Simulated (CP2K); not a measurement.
Two runs for the C K edge of acetonitrile. Run A: CP2K XAS_TDP, all-electron GAPW, PBEh(45%), aug-cc-pVTZ, TDA, no relativity. Run B differs in one setting.

First lines with a strength over 0.0015. A:

```
                    atom  energy (eV)  states  strength, one atom
C1 (bonded to C and 3 H)       284.73       2              0.0262
                               285.95       2              0.0229
                               286.60       1              0.0406
                               287.28       2              0.0122
                               287.77       2              0.0222
  C2 (bonded to C and N)       282.23       2              0.1157
                               286.93       1              0.0063
                               287.29       2              0.0100
                               288.42       3              0.0055
                               289.16       1              0.0030
```

B:

```
                    atom  energy (eV)  states  strength, one atom
C1 (bonded to C and 3 H)       278.33       2              0.0087
                               279.35       2              0.0138
                               280.46       1              0.0114
                               280.75       2              0.0023
                               280.99       2              0.0024
  C2 (bonded to C and N)       276.99       2              0.0879
                               280.35       1              0.0017
                               280.55       3              0.0112
                               281.74       1              0.0034
                               282.47       1              0.0052
```

Question: Which was it: the basis, scalar relativity switched on, the functional, GW2X switched on?

The functional (functional from PBEh(45%) to PBE0; the lines alone don't name the new value). A functional moves all lines by electronvolts and changes their spacings and strengths. Against PBEh(45%) in aug-cc-pVTZ, the leading lines move by -6.40 eV (C1, to 278.33) and -5.24 eV (C2, to 276.99); the strength of C1's goes from 0.0262 to 0.0087, so the two may not be the same state. The next line of C1 over the strength cut lies 1.02 eV higher, against 1.22.

[Banner, clock and machine lines of the logs are left out without a mark of their own.]

[Logs are printed without paths, hosts, clocks, repeated set-up lines and the standing remarks that a program may print on its own settings, such as how far it seeks lower states.]

[Hosts, paths, dates, database ids (printed as entryN), source tags and the programs' standing remarks are cut or masked in the printed files.]
